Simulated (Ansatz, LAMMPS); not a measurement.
# Amorphous 75TiO2-25Al2O3 (mol %) (84 atoms): geometry optimisation, part 2 of 2

Wanted: the relaxed structure of amorphous 75TiO2-25Al2O3 (mol %) (84 atoms) and its electronic structure.

Ansatz 0.2.0; Kohn-Sham DFT, PBE, PAW (set soft_2), plane waves.

The cell: 18 Ti, 12 Al and 54 O. The quench rate of 50 K/ps is orders of magnitude faster than experiment. The starting topology of bonds comes from the classical model. Only the Γ point is sampled in the main run, in a cell whose shortest periodic width is 10 Å.

So far. Step 4 (Cell and atoms relaxed): The relaxation changed the energy by -72.8 meV/atom, and atoms moved by 0.18 Å r.m.s., 0.37 Å at most.

### 6. Single point at the relaxed geometry

The electronic structure is read at the final geometry, in a run of its own.

File input.yaml:

```yaml
crystal:
  lattice:
    - [10.26621, 0.11992, -0.06564]
    - [0.11992, 10.18298, -0.17639]
    - [-0.06564, -0.17639, 10.42133]
  atoms:
    - { symbol: Ti, position: [0.9643, 0.4941, 0.84685] }
    - { symbol: Ti, position: [0.24076, 0.28711, 0.32925] }
    - { symbol: Ti, position: [0.78693, 0.10307, 0.26122] }
    - { symbol: Ti, position: [0.24683, 0.92395, 0.27539] }
    - { symbol: Ti, position: [0.87602, 0.94907, 0.62348] }
    - { symbol: Ti, position: [0.77652, 0.78886, 0.32319] }
    - { symbol: Ti, position: [0.67282, 0.62823, 0.72875] }
    - { symbol: Ti, position: [0.05733, 0.79796, 0.03227] }
[... 72 atom lines left out ...]
    - { symbol: O, position: [0.35593, 0.59129, 0.80582] }
    - { symbol: O, position: [0.23185, 0.07937, 0.65201] }
    - { symbol: O, position: [0.12158, 0.26623, 0.44212] }
    - { symbol: O, position: [0.48614, 0.39561, 0.97467] }
kpoints:
  mp_grid: { grid: [1, 1, 1] }
hamiltonian:
  xc: pbe
scf:
  occupations: { method: fermi_dirac, width: 0.025 }
output:
  forces: true
  stress: true
  populations: true
  dos:
    method: { smearing: { sigma: 0.08 } }
    de: 0.05
    projected: { site_lists: { Al: [Al], O: [O], Ti: [Ti] } }
  eigenvalues: true
  write_density: true
  write_potential: true
  volumetric_format: npy
```

The run is started by

```sh
$ ansatz run input.yaml --threads 4 --pin off --max-ram 8192MiB --backend cpu --events-out ev --progress --plain --runs-dir out
```

Wall time 20 s (4 threads of Arm Neoverse V1, shared host); peak memory 1.4 GiB.

The run gave:

```yaml
free_energy: -82196.7012 eV
free_energy_per_atom: -978.5322 eV/atom
scf_cycles: 12
pressure: 0.0127 GPa
r_m_s_force_component: 0.0036 eV/Å
longest_force: 0.01524 eV/Å
fermi_energy: 6.158 eV
spacing_of_highest_filled_and_lowest_empty_level: 2.772 eV
spilling_of_the_projection: 0.004791
```

Löwdin charges by element and coordination (they lack the spilled electrons, 0.033 e an atom on average):

```
element  coordination  atoms  mean charge (e)  spread   least    most
     Al           all     12             1.25  0.0398    1.17    1.32
     Al             4      8             1.27  0.0306    1.24    1.32
     Al             5      3             1.22   0.014    1.20    1.24
     Al             6      1             1.17       0    1.17    1.17
      O           all     54            -0.69  0.0803  -0.896  -0.530
      O             2     24           -0.638  0.0744  -0.896  -0.530
      O             3     30           -0.731  0.0578  -0.876  -0.651
     Ti           all     18             1.39  0.0273    1.34    1.43
     Ti             4      7             1.38  0.0145    1.36    1.40
     Ti             5      9             1.39  0.0303    1.34    1.43
     Ti             6      2             1.43  0.0013    1.43    1.43
```

Density of states as counts of states in windows of 1 eV (from the Fermi level), total and the larger projections:

```
from (eV)  to (eV)  total   O p  Ti d
      -14       -8    0.0   0.0   0.0
       -8       -7    3.5   2.5   0.2
       -7       -6   17.9  12.9   1.7
       -6       -5   50.9  37.1   8.1
       -5       -4   78.2  59.8  13.1
       -4       -3   70.2  58.6   8.3
       -3       -2   79.4  72.0   4.9
       -2       -1   23.8  22.3   0.9
       -1        1    0.0   0.0   0.0
        1        2   22.4   2.2  19.4
        2        3   57.5   8.8  45.3
        3        4   48.1   9.1  33.1
```

Between -26 and -14 eV lie 108 more states.

The stored curve holds about 432 of the 576 electrons; the rest, give or take the few that broadening carries across the Fermi level, lie in deeper levels below its range.

The levels nearest the highest filled one (over half full), pooled over k-points and spins:

```
level less the highest filled one (eV)  occupation
                                -0.377           2
                                -0.345           2
                                -0.268           2
                                -0.196           2
                               -0.0967           2
                                     0           2
                                  2.77           0
                                  2.81           0
                                  3.02           0
                                  3.06           0
                                  3.10           0
                                  3.13           0
```

Electrostatic potential energy in the ac plane at fractional y = 0.296, with atoms of Ti and Al and O within 0.2 Å of it. With pseudopotentials it is smooth inside the atoms' cores, unlike the true potential.

Ten even steps from '0' (-33 eV) to '9' (11 eV), each cell a mean:
```
99999999999999999999976556888
99999999999999999999988788999
99999999999999999999888999999
99998899889999999987778999999
99987885115999999852236899999
43677783002899998620003799998
00178886226999998620004799995
00389999989999999852236799986
56899999999889999987774478755
26899999999889999999985476300
04899999998568999999999985100
26878999993004888999999986200
67411799982004999999999998644
88300576787568999999999988888
99855421268999999999999856899
99986100037999999999998756899
99986200148878999999998888999
99998532478301699999999999999
99998877888200599999999999999
99875689999634888999999999999
98775799999999888899988778899
88777899999999988999976555789
98888999999999999999865775689
99999999999999999999865775687
```
Columns run along a (10.3 Å; values clipped at the 3rd and 97th percentile), rows up along c (10.4 Å). Atoms in or near the plane, at fractional coordinates: Ti at (0.24, 0.33), Ti at (0.69, 0.74), Ti at (0.96, 0.55), Al at (0.82, 0.03), O at (0.03, 0.71), O at (0.43, 0.23), O at (0.40, 0.49), O at (0.30, 0.76).

Valence density in the ac plane at fractional y = 0.296, with atoms of Ti and Al and O within 0.2 Å of it. It is the smooth field of the valence electrons, not physical close to the nuclei.

Ten steps, logarithmic in the rise over the least value, from '0' (0.0 e/Å³) to '9' (9.0 e/Å³), each cell a mean:
```
42100000000012221001233212345
21000000000011210002344321233
10000001111100000012344311011
01100123443200000012343210000
23221236786310011246763100001
67642247997411122379985200024
89752235775311233469985311136
88742113443111223246765432135
55421000111111111112356653345
74210000012222110001246654688
85221100124654210000123334899
74454310147886310000001113689
34687531247986310000000122355
24788643235664200000001344321
12466677632221000000013465421
01234799852221100000013565420
00013799853454310000012344210
00012466534788531000011121100
00234432224798631001222110000
01356542113576421112333210000
11356532001233211113443211000
11234321000011110012333211111
32112110000001110001121101233
42100000000011211000121112345
```
Columns run along a (10.3 Å), rows up along c (10.4 Å). Atoms in or near the plane, at fractional coordinates: Ti at (0.24, 0.33), Ti at (0.69, 0.74), Ti at (0.96, 0.55), Al at (0.82, 0.03), O at (0.03, 0.71), O at (0.43, 0.23), O at (0.40, 0.49), O at (0.30, 0.76).

Mean Löwdin charges: Al +1.25, O -0.69, Ti +1.39 e (they miss 0.48 % of the electrons, so they add up to more than the cell's charge). The largest share in the top eV of filled states is O p (94 % of the projected weight), and in the lowest eV of empty states Ti d (85 % of the projected weight).

A closer look about Al22, which has 6 bonded neighbours where the commonest count for Al is 4: 8 atoms, nearest first, numbered in the order of the input, with positions taken from that point.

```
atom      x      y      z  distance (Å)  bonds  Löwdin charge (e)
Al22   0.00   0.00   0.00          0.00      6               1.17
 O49   0.69  -0.68   1.55          1.83      2              -0.63
 O47  -1.66   0.33   0.72          1.84      2              -0.64
 O65   1.60  -0.17  -1.04          1.92      3              -0.75
 O57   0.44   1.90   0.39          1.99      3              -0.68
 O34  -0.68   0.43  -1.84          2.01      3              -0.67
 O70  -0.57  -1.95  -0.77          2.17      3              -0.67
Ti17   0.90  -0.43  -2.78          2.95      5               1.41
```

The column of bonds counts only the pairs O-Ti within 2.64 Å, O-Al within 2.49 Å; other neighbours, such as metal atoms beside each other in a compound, aren't counted, and periodic images can show an atom twice.

### 7. K-mesh 2×2×2

A denser mesh tests the sampling of the Brillouin zone.

Changes to input.yaml since step 6:

```diff
@@ -8,3 +8,3 @@
 kpoints:
-  mp_grid: { grid: [1, 1, 1] }
+  mp_grid: { grid: [2, 2, 2] }
 hamiltonian:
@@ -22,4 +22 @@
   eigenvalues: true
-  write_density: true
-  write_potential: true
-  volumetric_format: npy
```

Wall time 2.9 min (4 threads); peak memory 6.1 GiB.

The program notes that it cut back its work space to fit the memory limit.

Geometry and reference: those of the single point at the relaxed geometry.

Forces differ from those of the single point at the relaxed geometry by 8.1 meV/Å r.m.s.; the energy by -0.54 meV/atom and the gap by -0.055 eV. It took 2.9 min and 12 cycles; the reference's time can't be set against it, since the two runs asked for unlike analyses.

### 8. Functional HSE06

HSE06 mixes in a quarter of exact exchange at short range, which counters self-interaction, at a higher cost.

This step: Kohn-Sham DFT, HSE06, PAW (set soft_2), plane waves (Ansatz 0.2.0).

Changes to input.yaml since step 7:

```diff
@@ -8,5 +8,5 @@
 kpoints:
-  mp_grid: { grid: [2, 2, 2] }
+  mp_grid: { grid: [1, 1, 1] }
 hamiltonian:
-  xc: pbe
+  xc: hse06
 scf:
```

The job ended after 5.7 min (4 threads; peak memory 3.4 GiB).

The program notes that the exchange threshold is loose for the stress and the SCF threshold is loose for the stress.

Geometry and reference: those of the single point at the relaxed geometry.

Forces differ from those of the single point at the relaxed geometry by 190 meV/Å r.m.s.; the pressure by -5.6 GPa and the gap by +1.7 eV. It took 5.7 min and 27 cycles; the reference's time can't be set against it, since the two runs asked for unlike analyses.

Numbers from this run:

```yaml
free_energy: -82184.3054 eV
free_energy_per_atom: -978.3846 eV/atom
scf_cycles: 27
pressure: -5.549 GPa
r_m_s_force_component: 0.1903 eV/Å
longest_force: 0.6503 eV/Å
fermi_energy: 5.933 eV
spacing_of_highest_filled_and_lowest_empty_level: 4.428 eV
spilling_of_the_projection: 0.005363
```

Length of the force by element and coordination:

```
element  coordination  atoms  mean length of the force (eV/Å)  spread   least   most
     Al           all     12                           0.0991  0.0434  0.0243  0.176
     Al             4      8                            0.075  0.0264  0.0243  0.109
     Al             5      3                            0.158  0.0233   0.126  0.176
     Al             6      1                            0.114       0   0.114  0.114
      O           all     54                            0.317   0.131  0.0874  0.647
      O             2     24                            0.393   0.127   0.150  0.647
      O             3     30                            0.257  0.0993  0.0874  0.510
     Ti           all     18                            0.351   0.152  0.0718  0.650
     Ti             4      7                            0.269   0.121  0.0718  0.462
     Ti             5      9                            0.392   0.131   0.133  0.564
     Ti             6      2                            0.453   0.197   0.256  0.650
```

Löwdin charges by element and coordination (they lack the spilled electrons, 0.037 e an atom on average):

```
element  coordination  atoms  mean charge (e)  spread   least    most
     Al           all     12             1.30  0.0402    1.22    1.38
     Al             4      8             1.32  0.0315    1.29    1.38
     Al             5      3             1.28  0.0129    1.26    1.29
     Al             6      1             1.22       0    1.22    1.22
      O           all     54           -0.754  0.0705  -0.933  -0.607
      O             2     24           -0.707  0.0653  -0.933  -0.607
      O             3     30           -0.792  0.0483  -0.918  -0.726
     Ti           all     18             1.57  0.0298    1.52    1.61
     Ti             4      7             1.55  0.0152    1.54    1.57
     Ti             5      9             1.57  0.0322    1.52    1.61
     Ti             6      2             1.61   0.004    1.60    1.61
```

States in the cell by windows of 1 eV, zero at the Fermi level; the larger projections on atomic orbitals stand beside the total:

```
from (eV)  to (eV)  total   O p  Ti d
      -10       -9    0.0   0.0   0.0
       -9       -8    5.4   4.0   0.4
       -8       -7   19.1  14.1   1.8
       -7       -6   57.7  42.8   9.1
       -6       -5   71.1  55.8  10.6
       -5       -4   65.3  55.3   7.0
       -4       -3   74.1  67.6   4.2
       -3       -2   31.2  29.4   1.1
       -2        2    0.0   0.0   0.0
        2        3   31.8   2.7  27.6
        3        4   55.6   7.7  43.9
        4        5   46.1   8.2  31.7
```

Between -26 and -10 eV lie 108 more states.

The stored curve holds about 432 of the 576 electrons; the rest, give or take the few that broadening carries across the Fermi level, lie in deeper levels below its range.

The levels nearest the highest filled one (over half full), pooled over k-points and spins:

```
level less the highest filled one (eV)  occupation
                                -0.426           2
                                -0.376           2
                                -0.315           2
                                -0.204           2
                                -0.186           2
                                     0           2
                                  4.43           0
                                  4.46           0
                                  4.60           0
                                  4.63           0
                                  4.68           0
                                  4.71           0
```

### 9. Functional r2SCAN (500 eV)

The meta-GGA r2SCAN uses the kinetic energy density as well as the density and its gradient. Besides, the cutoff goes from 420 to 500 eV.

This step: Kohn-Sham DFT, r2SCAN, PAW (set soft_2), plane waves (Ansatz 0.2.0).

Changes to input.yaml since step 8:

```diff
@@ -10,3 +10,3 @@
 hamiltonian:
-  xc: hse06
+  xc: r2scan
 scf:
```

Elapsed: 51 s, on 4 threads; peak memory 2.9 GiB.

Geometry and reference: those of the single point at the relaxed geometry.

Forces differ from those of the single point at the relaxed geometry by 73 meV/Å r.m.s.; the pressure by -4.2 GPa and the gap by +0.34 eV. It took 51 s and 12 cycles; the reference's time can't be set against it, since the two runs asked for unlike analyses.

### 10. Functional PBEsol

PBEsol restores the gradient expansion of exchange for slowly varying densities and usually gives shorter bonds in solids than PBE.

This step: Kohn-Sham DFT, PBEsol, PAW (set soft_2), plane waves (Ansatz 0.2.0).

Changes to input.yaml since step 9:

```diff
@@ -10,3 +10,3 @@
 hamiltonian:
-  xc: r2scan
+  xc: pbesol
 scf:
```

Elapsed: 21 s, on 4 threads; peak memory 1.4 GiB.

Geometry and reference: those of the single point at the relaxed geometry.

Forces differ from those of the single point at the relaxed geometry by 75 meV/Å r.m.s.; the pressure by -4.1 GPa and the gap by -0.015 eV.

### 11. What each setting buys

Each row is set against the single point at the relaxed geometry (Kohn-Sham DFT, PBE, PAW (set soft_2), plane waves; r.m.s. force component 0.0036 eV/Å). Energies are set beside the reference only for runs with its functional, potentials and electron count. Times are for 4 threads of Arm Neoverse V1, shared host. The reference's time includes grids, which some other runs skip.

```
                       run  Δ force, r.m.s. (meV/Å)  Δ energy (meV/atom)  Δ pressure (GPa)  Δ gap (eV)  cycles     time  host memory (GiB)
                 reference                        -                    -                 -           -      12     20 s                1.4
              k-mesh 2×2×2                     8.12               -0.538           -0.0089     -0.0554      12  2.9 min                6.1
          functional HSE06                      190                    -             -5.56        1.66      27  5.7 min                3.4
functional r2SCAN (500 eV)                     73.2                    -             -4.22       0.338      12     51 s                2.9
         functional PBEsol                     75.5                    -             -4.15     -0.0151      13     21 s                1.4
```

### 12. Summary of results

* energy change in the relaxation: -72.79 meV/atom
* r.m.s. displacement: 0.178 Å
* largest displacement: 0.371 Å
* free energy per atom: -978.5322 eV/atom
* pressure: 0.0127 GPa
* r.m.s. force component: 0.0036 eV/Å
* gap (highest filled to lowest empty level): 2.772 eV
* wall time of the 7 DFT runs: 14 min

In words: Relaxation lowers the energy by 72.8 meV/atom and moves atoms by 0.18 Å r.m.s.; the r.m.s. force component goes from 0.81 to 0.0036 eV/Å. Displacements are taken in the final cell, so they leave out its strain. By the final cutoffs 2 of 138 bonded pairs parted and 2 joined. The cell grew by 8.3 % in volume. From the first step to the last the energy fell by 6.114 eV, across changes of basis, and the largest move was 0.37 Å (O51). The O-Ti bonds change most in mean length: from 1.872 Å (spread 0.145) to 1.920 Å (spread 0.156). With the cutoffs above, 67 % of Al atoms have 4, 56 % of O atoms have 3 and 50 % of Ti atoms have 5 bonded neighbours. Counting bonds to Al alone, not to Ti, 22 % of the oxygens join two of these atoms and 48 % one; 2 % join three; 28 % join none. The highest filled and lowest empty levels differ by 2.77 eV (at Γ alone); a semilocal functional tends to put such gaps too low. In a disordered cell it changes from sample to sample, and tail or defect levels can set it.

Among the changes of functional, dispersion, potentials or spin set against this reference, functional HSE06 moves the forces most, by 190 meV/Å r.m.s. The gap changes by +1.66 eV with HSE06.

**Limits.** The network of bonds at the start is that of the classical potential that made the cell; in DFT 2 of its 138 bonded pairs passed out of the cutoffs and 2 came within them.

[Logs are printed without paths, hosts, clocks, repeated set-up lines and the standing remarks that a program may print on its own settings, such as how far it seeks lower states.]

[Hosts, paths, dates, database ids (printed as entryN), source tags and the programs' standing remarks are cut or masked in the printed files.]
